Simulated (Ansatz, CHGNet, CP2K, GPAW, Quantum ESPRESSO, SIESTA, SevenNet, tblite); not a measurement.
## Generalised stacking fault on (111) (glide set) of a Ge-Sn solid solution (48 atoms) in CP2K

Wanted: CP2K inputs and outputs for generalised stacking fault on (111) (glide set) of a Ge-Sn solid solution (48 atoms), checked against a plane-wave reference.

Method: the method is named at each step, in CP2K 2026.2.

## 1. The structure

The cell holds 48 atoms: 34 Ge and 14 Sn. Cell: a = 8.334 Å, b = 7.218 Å, c = 20.806 Å, α = 90.0°, β = 80.4°, γ = 90.0°. Diamond-structure Ge lattice (a = 5.8932 Å, the value set for the mixture), cell with z along [111], 2 x 1 x 2 periods; the third cell vector is tilted by 0.833 of 1/2[1-10] and lengthened by 0.1 Å, so the cell holds one fault (glide set); displaced by a Gaussian of 0.01 Å; 14 of 48 Ge sites given to Sn at random (lattice constant by Vegard's rule between Ge and Sn). Then every atom was moved at random, 0.05 Å r.m.s. a Cartesian component. The structure's axis is c.

The yardstick, on the same geometry:

* method: Kohn-Sham DFT, PBE, SSSP efficiency 1.3.0 pseudopotentials, plane waves (Quantum ESPRESSO 7.5); sssp-pbe-1.3.0-efficiency, cutoffs 45/360 Ry, Γ point
* r.m.s. force component: 2.277 eV/Å
* longest force: 12.82 eV/Å
* pressure: 10.05 GPa
* time: 3.1 min on 4 MPI ranks of Arm Neoverse V1, shared host
* CPU time: 12 min

## 2. PBE, DZVP-MOLOPT-SR, 350/50 Ry, diagonalisation

Method: Kohn-Sham DFT, PBE, GTH-PBE pseudopotentials, Gaussian and plane waves, DZVP-MOLOPT-SR-GTH, diagonalisation.

Input file input.inp:

```
&GLOBAL
  PROJECT cell
  RUN_TYPE ENERGY_FORCE
  PRINT_LEVEL LOW
&END GLOBAL
&FORCE_EVAL
  METHOD QS
  STRESS_TENSOR ANALYTICAL
  &DFT
    BASIS_SET_FILE_NAME BASIS_MOLOPT
    POTENTIAL_FILE_NAME GTH_POTENTIALS
    &MGRID
      CUTOFF 350
      REL_CUTOFF 50
    &END MGRID
    &QS
      EPS_DEFAULT 1.0E-12
    &END QS
    &SCF
      SCF_GUESS ATOMIC
      EPS_SCF 1.0E-06
      MAX_SCF 200
      ADDED_MOS 21
      &DIAGONALIZATION
        ALGORITHM STANDARD
      &END DIAGONALIZATION
      &SMEAR ON
        METHOD FERMI_DIRAC
        ELECTRONIC_TEMPERATURE [K] 580
      &END SMEAR
      &MIXING
        METHOD BROYDEN_MIXING
        ALPHA 0.15
        NBROYDEN 8
      &END MIXING
      &PRINT
        &RESTART OFF
        &END RESTART
      &END PRINT
    &END SCF
    &XC
      &XC_FUNCTIONAL PBE
      &END XC_FUNCTIONAL
    &END XC
    &PRINT
      &MULLIKEN ON
      &END MULLIKEN
      &HIRSHFELD ON
        SHAPE_FUNCTION DENSITY
      &END HIRSHFELD
      &MO ON
        EIGENVALUES T
        OCCUPATION_NUMBERS T
        MO_INDEX_RANGE 85 108
        &EACH
          QS_SCF 0
        &END EACH
        ADD_LAST NUMERIC
      &END MO
    &END PRINT
  &END DFT
  &SUBSYS
    &CELL
      A 8.33424 0.00000 0.00000
      B 0.00000 7.21767 0.00000
      C 3.47263 0.00000 20.51464
    &END CELL
    &TOPOLOGY
      COORD_FILE_NAME structure.xyz
      COORD_FILE_FORMAT XYZ
    &END TOPOLOGY
    &KIND Ge
      BASIS_SET DZVP-MOLOPT-SR-GTH-q4
      POTENTIAL GTH-PBE-q4
    &END KIND
    &KIND Sn
      BASIS_SET DZVP-MOLOPT-SR-GTH-q4
      POTENTIAL GTH-PBE-q4
    &END KIND
  &END SUBSYS
  &PRINT
    &FORCES ON
    &END FORCES
    &STRESS_TENSOR ON
    &END STRESS_TENSOR
  &END PRINT
&END FORCE_EVAL
```

Input file structure.xyz:

```xyz
48

Ge 6.19927 3.60364 0.49338
Sn 6.24284 3.65301 2.97914
Sn 6.34713 6.01023 3.90004
Ge 6.33783 5.96115 6.31912
Sn 1.96446 3.63612 0.43224
Ge 2.18287 3.61728 2.98734
Ge 2.03670 5.97363 3.73777
Ge 2.12696 6.14931 6.41267
Ge 4.15704 0.04143 0.37275
Ge 4.07658 7.14275 3.05730
Sn 4.17603 2.38125 3.84814
Ge 4.25137 2.34372 6.34682
Sn 4.02428 4.79087 7.22279
Sn 4.17425 4.81281 9.75758
Ge 6.18839 1.26107 7.25008
Ge 6.22925 1.23336 9.74445
Ge 6.22120 3.57340 10.64812
Ge 6.28374 3.63114 13.23215
Ge 6.23032 6.11712 14.10956
Ge 6.18237 5.88767 16.64496
Ge 8.34686 0.02634 0.45563
Sn 8.36129 7.14427 2.95288
Ge 8.33545 2.41409 3.81100
Ge 8.40191 2.44672 6.36405
Ge 8.34014 4.76034 7.25316
Ge 8.33661 4.81613 9.74917
Sn 2.06796 1.16277 7.15715
Ge 2.08284 1.11838 9.75553
Ge 2.10835 3.61786 10.54678
Ge 10.37776 3.61194 13.13511
Ge 10.42225 5.98626 14.04391
Ge 10.37091 6.04451 16.62773
Ge 4.16698 7.16960 10.61612
Ge 4.19303 0.03789 13.16137
Ge 4.18402 2.45827 14.11202
Ge 4.15737 2.46779 16.58814
Ge 4.15156 4.83569 17.38739
Ge 4.09808 4.90758 20.00485
Sn 6.28484 1.18254 17.38226
Sn 6.18497 1.17511 19.95951
Sn 8.36043 7.20295 10.63233
Sn 8.36761 7.13618 13.20691
Sn 8.33929 2.43705 14.01150
Ge 8.34428 2.40110 16.50813
Sn 8.30051 4.79701 17.33323
Ge 8.29591 4.81707 20.00362
Ge 10.36022 1.28662 17.51478
Ge 10.39961 1.23090 19.91089
```

Command:

```console
$ OMP_NUM_THREADS=2 cp2k.psmp -i input.inp > output.txt
```

Numbers of over 12 decimals in the logs are rounded to 6 here.

What it wrote:

```text
CP2K| version string:                                       CP2K version 2026.2
 CP2K| Input file name                                                 input.inp
 GLOBAL| Basis set file name                                        BASIS_MOLOPT
 GLOBAL| Potential file name                                      GTH_POTENTIALS
 GLOBAL| Run type                                                   ENERGY_FORCE
 GLOBAL| Total number of message passing processes                             1
 GLOBAL| Number of threads for this process                                    2
 TOTAL NUMBERS AND MAXIMUM NUMBERS
  Total number of            - Atomic kinds:                                   2
                             - Atoms:                                         48
                             - Shell sets:                                    48
                             - Shells:                                       240
                             - Primitive Cartesian functions:                206
                             - Cartesian basis functions:                    672
                             - Spherical basis functions:                    624
  Maximum angular momentum of- Orbital basis functions:                        2
                             - Local part of the GTH pseudopotential:          0
                             - Non-local part of the GTH pseudopotential:      4
 SCF PARAMETERS         Density guess:                                    ATOMIC
                        max_scf:                                             200
                        eps_scf:                                        1.00E-06
                        added MOs                                        21    0
                        Mixing method:                            BROYDEN_MIXING
                                                charge density mixing in g-space
                        Smear method:                                FERMI_DIRAC
                        Electronic temperature [K]:                        580.0
                        Electronic temperature [a.u.]:                  1.84E-03
                        Accuracy threshold:                             1.00E-10
 Extrapolation method: initial_guess
 Number of electrons:                                                        192
 Number of occupied orbitals:                                                 96
 Number of molecular orbitals:                                               117
 Number of orbital functions:                                                624
 Number of independent orbital functions:                                    624
 SCF WAVEFUNCTION OPTIMIZATION
  Step     Update method      Time    Convergence         Total energy    Change
     1 NoMix/Diag. 0.15E+00    2.8     0.66469083      -183.4050123107 -1.83E+02
     2 Broy./Diag. 0.15E+00    4.5     0.01611347      -180.4251309353  2.98E+00
     3 Broy./Diag. 0.15E+00    4.5     0.08475401      -180.7413404514 -3.16E-01
     4 Broy./Diag. 0.15E+00    4.5     0.05161996      -181.4359122412 -6.95E-01
[...]
18 Broy./Diag. 0.15E+00    4.7     0.00000159      -181.3725926141 -2.95E-05
    19 Broy./Diag. 0.15E+00    4.7     0.00000049      -181.3726024834 -9.87E-06
  *** SCF run converged in    19 steps ***
  Electronic density on regular grids:       -191.9999999998        0.0000000002
  Core density on regular grids:              191.9999999992       -0.0000000008
  Total charge density on r-space grids:       -0.0000000006
  Total charge density g-space grids:          -0.0000000006
  Overlap energy of the core charge distribution:               1.47634e-05
  Self energy of the core charge distribution:               -388.629397
  Core Hamiltonian energy:                                     92.293807
  Hartree energy:                                             169.657913
  Exchange-correlation energy:                                -54.686228
  Electronic entropic energy:                                  -0.00871188
  Fermi energy:                                                 0.157100
  Total energy:                                              -181.372602
  Total energy (extrapolated to T->0):                       -181.368247
 MO| EIGENVALUES AND OCCUPATION NUMBERS
 MO|
 MO|  Index      Eigenvalue [a.u.]        Eigenvalue [eV]             Occupation
 MO|     85               0.113026               3.075604               2.000000
 MO|     86               0.115051               3.130685               2.000000
 MO|     87               0.118387               3.221480               2.000000
[...]
MO|    107               0.196333               5.342503               0.000000
 MO|    108               0.201160               5.473853               0.000000
 MO| Sum:                                                             192.000000
 MO| E(Fermi):            0.157100 a.u.          4.274921 eV
 !-----------------------------------------------------------------------------!
                     Mulliken Population Analysis
 #  Atom  Element  Kind  Atomic population                           Net charge
       1     Ge       1          4.000803                             -0.000803
       2     Sn       2          3.979074                              0.020926
       3     Sn       2          3.952663                              0.047337
[...]
47     Ge       1          4.008126                             -0.008126
      48     Ge       1          3.975190                              0.024810
 # Total charge                            192.000000                  0.000000
 !-----------------------------------------------------------------------------!
 !-----------------------------------------------------------------------------!
                           Hirshfeld Charges
  #Atom  Element  Kind  Ref Charge     Population                    Net charge
      1       Ge     1       4.000          4.024                        -0.024
      2       Sn     2       4.000          3.958                         0.042
      3       Sn     2       4.000          3.954                         0.046
[...]
47       Ge     1       4.000          4.004                        -0.004
     48       Ge     1       4.000          3.997                         0.003
  Total Charge                                                           -0.000
 !-----------------------------------------------------------------------------!
 ENERGY| Total FORCE_EVAL ( QS ) energy [hartree]           -181.372606
 FORCES| Atomic forces [hartree/bohr]
 FORCES|   Atom     x               y               z               |f|
 FORCES|      1  8.04962120E-02 -6.11480398E-02  1.30078265E-02   1.01921178E-01
 FORCES|      2  2.43087580E-02 -2.04349543E-02 -1.45782069E-02   3.49431995E-02
 FORCES|      3 -5.73155107E-02  1.37915174E-02  3.87095985E-03   5.90784060E-02
[...]
FORCES|     47  9.73079825E-03 -5.62370602E-03 -1.66577518E-02   2.00946560E-02
 FORCES|     48 -7.58040160E-02  4.76158475E-02 -2.14649503E-02   9.20557541E-02
 FORCES| Sum    -3.16934182E-08  3.15775812E-08 -2.77003804E-06
 FORCES| Total atomic force                                       2.77039931E-06
 STRESS| Analytical stress tensor [bar]
 STRESS|                        x                   y                   z
 STRESS|      x        1.84598238846E+05  -3.79281107149E+04   2.56317677389E+04
 STRESS|      y       -3.79281107149E+04   4.79029809358E+04  -3.08223846863E+04
 STRESS|      z        2.56317677389E+04  -3.08223846863E+04   7.97823242804E+04
 STRESS| 1/3 Trace                                             1.04094514687E+05
```

It took 1.7 min on 2 threads of Arm Neoverse V1, shared host; peak memory 1.5 GiB; 3.2 min of CPU time.

Banners, paths, timers and routine set-up lines are dropped from the logs unmarked, and long logs keep their key lines alone; longer cuts are marked.

Numbers from this run, and their distance from the reference:

- r.m.s. force component: 2.101 eV/Å
- r.m.s. difference of force components: 194.7 meV/Å
- longest difference of force vectors: 1198 meV/Å
- force difference over r.m.s. force: 8.549 %
- slope of forces against the reference's: 0.9219
- correlation of force components: 0.9993
- pressure: 10.41 GPa
- pressure difference: 0.3628 GPa

Length of the force difference by element (eV/Å):

```csv
element,atoms,mean,most
Ge,34,0.12,1.2
Sn,14,0.28,1.1
```

The surroundings of Ge31, picked at random, nearest first, numbered as they follow in the input and with coordinates relative to it.

```csv
atom,x,y,z,distance (Å),bonds,Hirshfeld charge (e),Fx,Fy,Fz (eV/Å)
Ge31,0.00,0.00,0.00,0.00,4,-0.03,1.65,-0.47,0.80
Sn42,-2.05,1.15,-0.84,2.50,4,0.04,-0.21,-0.41,0.73
Ge30,-0.04,-2.37,-0.91,2.54,4,-0.02,1.86,0.60,-0.69
Ge32,-0.05,0.06,2.58,2.58,4,-0.02,1.46,0.88,-0.75
Ge34,2.11,1.27,-0.88,2.61,4,0.00,-0.35,-0.01,-0.03
Sn45,-2.12,-1.19,3.29,4.09,4,0.08,0.17,-0.43,1.10
Ge37,2.06,-1.15,3.34,4.09,4,0.01,-0.94,-0.25,0.73
Ge35,2.10,-3.53,0.07,4.10,4,0.00,-0.44,0.07,-0.39
Sn43,-2.08,-3.55,-0.03,4.12,4,0.07,0.06,0.31,0.16
```

Forces lie 8.5 % from the reference's, at 0.26 times its CPU time (on 2 against 4 cores).

## 3. PBE, TZV2P-MOLOPT (SR for Ge, Sn), 350/50 Ry, diagonalisation

Method: Kohn-Sham DFT, PBE, GTH-PBE pseudopotentials, Gaussian and plane waves, TZV2P-MOLOPT-GTH, diagonalisation.

input.inp: that of step 2 with these lines changed.

```diff
@@ -10,2 +10,3 @@
     BASIS_SET_FILE_NAME BASIS_MOLOPT
+    BASIS_SET_FILE_NAME BASIS_MOLOPT_UCL
     POTENTIAL_FILE_NAME GTH_POTENTIALS
@@ -67,8 +68,32 @@
     &END CELL
-    &TOPOLOGY
-      COORD_FILE_NAME structure.xyz
-      COORD_FILE_FORMAT XYZ
-    &END TOPOLOGY
+    &COORD
+      SCALED
+      Ge 0.73381 0.49928 0.02405
+      Sn 0.68855 0.50612 0.14522
+      Sn 0.68236 0.83271 0.19011
+      Ge 0.63211 0.82591 0.30803
+      Sn 0.22693 0.50378 0.02107
+      Ge 0.20124 0.50117 0.14562
+      Ge 0.16846 0.82764 0.18220
+      Ge 0.12496 0.85198 0.31259
+      Ge 0.49122 0.00574 0.01817
+      Ge 0.42704 0.98962 0.14903
+      Sn 0.42291 0.32992 0.18758
+      Ge 0.38120 0.32472 0.30938
+      Sn 0.33616 0.66377 0.35208
+      Sn 0.30267 0.66681 0.47564
+      Ge 0.59527 0.17472 0.35341
+      Ge 0.54951 0.17088 0.47500
+      Ge 0.53019 0.49509 0.51905
+      Ge 0.48521 0.50309 0.64501
+      Ge 0.46098 0.84752 0.68778
+      Ge 0.40373 0.81573 0.81137
+[... 24 atom lines left out ...]
+      Sn 0.64390 0.66462 0.84492
+      Ge 0.58911 0.66740 0.97509
+      Ge 0.88735 0.17826 0.85377
+      Ge 0.84341 0.17054 0.97057
+    &END COORD
     &KIND Ge
-      BASIS_SET DZVP-MOLOPT-SR-GTH-q4
+      BASIS_SET TZV2P-MOLOPT-SR-GTH-q4
       POTENTIAL GTH-PBE-q4
@@ -76,3 +101,3 @@
     &KIND Sn
-      BASIS_SET DZVP-MOLOPT-SR-GTH-q4
+      BASIS_SET TZV2P-MOLOPT-SR-GTH-q4
       POTENTIAL GTH-PBE-q4
```

Command:

```console
$ OMP_NUM_THREADS=1 mpirun -np 4 cp2k.psmp -i input.inp > output.txt
```

What it wrote:

```text
CP2K| version string:                                       CP2K version 2026.2
 CP2K| Input file name                                                 input.inp
 GLOBAL| Basis set file name                                        BASIS_MOLOPT
 GLOBAL| Potential file name                                      GTH_POTENTIALS
 GLOBAL| Run type                                                   ENERGY_FORCE
 GLOBAL| Total number of message passing processes                             4
 GLOBAL| Number of threads for this process                                    1
[... lines left out ...]
                        Smear method:                                FERMI_DIRAC
[... lines left out ...]
 Number of electrons:                                                        192
[... lines left out ...]
  Step     Update method      Time    Convergence         Total energy    Change
[... lines left out ...]
  *** SCF run converged in    20 steps ***
[... lines left out ...]
  Fermi energy:                                                 0.154528
  Total energy:                                              -181.483529
  Total energy (extrapolated to T->0):                       -181.479155
[... lines left out ...]
 MO| E(Fermi):            0.154528 a.u.          4.204908 eV
[... lines left out ...]
     48       Ge     1       4.000          3.998                         0.002
  Total Charge                                                           -0.000
 !-----------------------------------------------------------------------------!
 ENERGY| Total FORCE_EVAL ( QS ) energy [hartree]           -181.483528
 FORCES| Atomic forces [hartree/bohr]
 FORCES|   Atom     x               y               z               |f|
 FORCES|      1  8.02175939E-02 -6.13461137E-02  1.29460112E-02   1.01812608E-01
 FORCES|      2  2.43215236E-02 -2.04694106E-02 -1.45676532E-02   3.49678395E-02
 FORCES|      3 -5.71932928E-02  1.39658705E-02  4.05425220E-03   5.90131786E-02
[...]
FORCES|     47  9.55630629E-03 -5.45907317E-03 -1.70198370E-02   2.02681850E-02
 FORCES|     48 -7.54636900E-02  4.77446971E-02 -2.12941522E-02   9.18028623E-02
 FORCES| Sum    -9.30286883E-07  2.00826442E-06  3.03403596E-07
 FORCES| Total atomic force                                       2.23396809E-06
 STRESS| Analytical stress tensor [bar]
 STRESS|                        x                   y                   z
 STRESS|      x        1.80861763175E+05  -3.76814221379E+04   2.55176469763E+04
 STRESS|      y       -3.76814221379E+04   4.53664815600E+04  -3.06397260333E+04
 STRESS|      z        2.55176469763E+04  -3.06397260333E+04   7.72710647768E+04
 STRESS| 1/3 Trace                                             1.01166436504E+05
```

It took 63 s on 4 MPI ranks; peak memory 3.4 GiB; 4.2 min of CPU time.

Compared with the plane-wave run:

```
r.m.s. force component                  : 2.097 eV/Å
r.m.s. difference of force components   : 199 meV/Å
longest difference of force vectors     : 1228 meV/Å
force difference over r.m.s. force      : 8.739 %
slope of forces against the reference's : 0.9201
correlation of force components         : 0.9993
pressure                                : 10.12 GPa
pressure difference                     : 0.0699 GPa
```

Against the first run (8.5 %), the force difference from the reference is 8.7 %, at 1.3 times the CPU time (on 4 against 2 cores), with 1056 basis functions against 624: size alone doesn't set the difference here.

[end of part 1 of 3]

[Also dropped from logs without a mark: logging warnings of Python, and SIESTA's first energy breakdown and zero terms.]

[Logs are printed without paths, hosts, clocks, repeated set-up lines and the standing remarks that a program may print on its own settings, such as how far it seeks lower states.]

[Hosts, paths, dates, database ids (printed as entryN), source tags and the programs' standing remarks are cut or masked in the printed files.]
